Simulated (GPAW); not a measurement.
Consider zinc-blende (ZnS)1-x(CdS)x, x = 0.125.

```xyz
16
Lattice="0.0000 5.4612 5.4612 5.4612 0.0000 5.4612 5.4612 5.4612 0.0000" Properties=species:S:1:pos:R:3 pbc="T T T"
Zn   10.9147   10.9189   10.9156
S     1.4316    1.2969    1.2904
Zn    8.1920    2.7444    5.4621
S     4.0989    4.0960    1.3658
Zn    8.1850    5.4577    2.7320
S     4.0904    1.3580    4.0937
Zn    5.4625    8.1819    8.1909
S     6.8254    4.0941    4.0945
Cd    5.4642    8.1866    2.7328
S     1.4389    4.1576    4.1663
Zn    2.7381    5.4591    2.7305
S     4.0308    6.7602    4.1721
Zn    8.1980    8.1802    5.4671
S     4.0319    4.1613    6.7616
Zn    5.4730    5.4574    5.4630
S     6.8346    6.8182    6.8281
```

Absorber: atom 2, with 3 Zn at 2.33 Å and 1 Cd at 2.48 Å (distorted tetrahedral). Method: GPAW, PBE, excited-electron core hole (neutral cell), 16-atom cell with 7.7 Å between holes, 4×4×4 k points, dipole transitions, Gaussian full width 0.9 eV up to 4 eV, rising linearly to 3.5 eV at 25 eV.

**Question.** Predict the near-edge structure at the S K edge.

Main maxima up to 24 eV above the zero (height): 2.7 eV (1.93), 4.0 eV (1.70), 6.3 eV (1.74) and 15.0 eV (1.17). A K edge sees empty p states on the absorber. The total-energy difference is 2484.40 eV. One term is added: -16.94 eV, since the hole is spin-paired here and a spin-polarised one costs that much less in the free atom (computed apart). The photon energy is then 2467.46 eV. The functional leaves an error of a few eV in such absolute values.

The S K spectrum (energy from the bottom of the conduction band, which holds the excited electron; intensity scaled to a mean of 1 over the first 20 eV):

| E (eV) | intensity |
| --- | --- |
| -2.00 | 0.00 |
| -1.25 | 0.00 |
| -0.50 | 0.00 |
| 0.25 | 0.04 |
| 1.00 | 0.31 |
| 1.75 | 1.15 |
| 2.50 | 1.91 |
| 3.25 | 1.62 |
| 4.00 | 1.70 |
| 4.75 | 1.10 |
| 5.50 | 1.34 |
| 6.25 | 1.73 |
| 7.00 | 1.41 |
| 7.75 | 1.04 |
| 8.50 | 0.94 |
| 9.25 | 0.86 |
| 10.00 | 0.61 |
| 10.75 | 0.48 |
| 11.50 | 0.56 |
| 12.25 | 0.71 |
| 13.00 | 0.89 |
| 13.75 | 1.06 |
| 14.50 | 1.16 |
| 15.25 | 1.17 |
| 16.00 | 1.08 |
| 16.75 | 0.94 |
| 17.50 | 0.81 |
| 18.25 | 0.73 |
| 19.00 | 0.68 |
| 19.75 | 0.67 |
| 20.50 | 0.68 |
| 21.25 | 0.71 |
| 22.00 | 0.74 |
| 22.75 | 0.76 |
| 23.50 | 0.77 |
| 24.25 | 0.79 |
| 25.00 | 0.87 |
| 25.75 | 0.99 |
| 26.50 | 1.11 |
| 27.25 | 1.19 |

The mesh is coarse (0.25 Å⁻¹ between points), so small maxima may be mesh ripples. Lifetime broadening is put in by hand, and intensities beyond about 20 eV depend on it and on the partial waves; weight that the partial waves miss at high energy is lost.

[Banner, clock and machine lines of the logs are left out without a mark of their own.]

[Logs are printed without paths, hosts, clocks, repeated set-up lines and the standing remarks that a program may print on its own settings, such as how far it seeks lower states.]

[Hosts, paths, dates, database ids (printed as entryN), source tags and the programs' standing remarks are cut or masked in the printed files.]

[Lists of maxima count a maximum above −3 eV only where it reaches 4 % of the highest in the window and stands out from its surroundings by 2 % of it (1.5 % where it reaches 55 %); shoulders and weaker maxima are passed over, and of the rest the first, up to two pre-edge ones and the few strongest are named.]
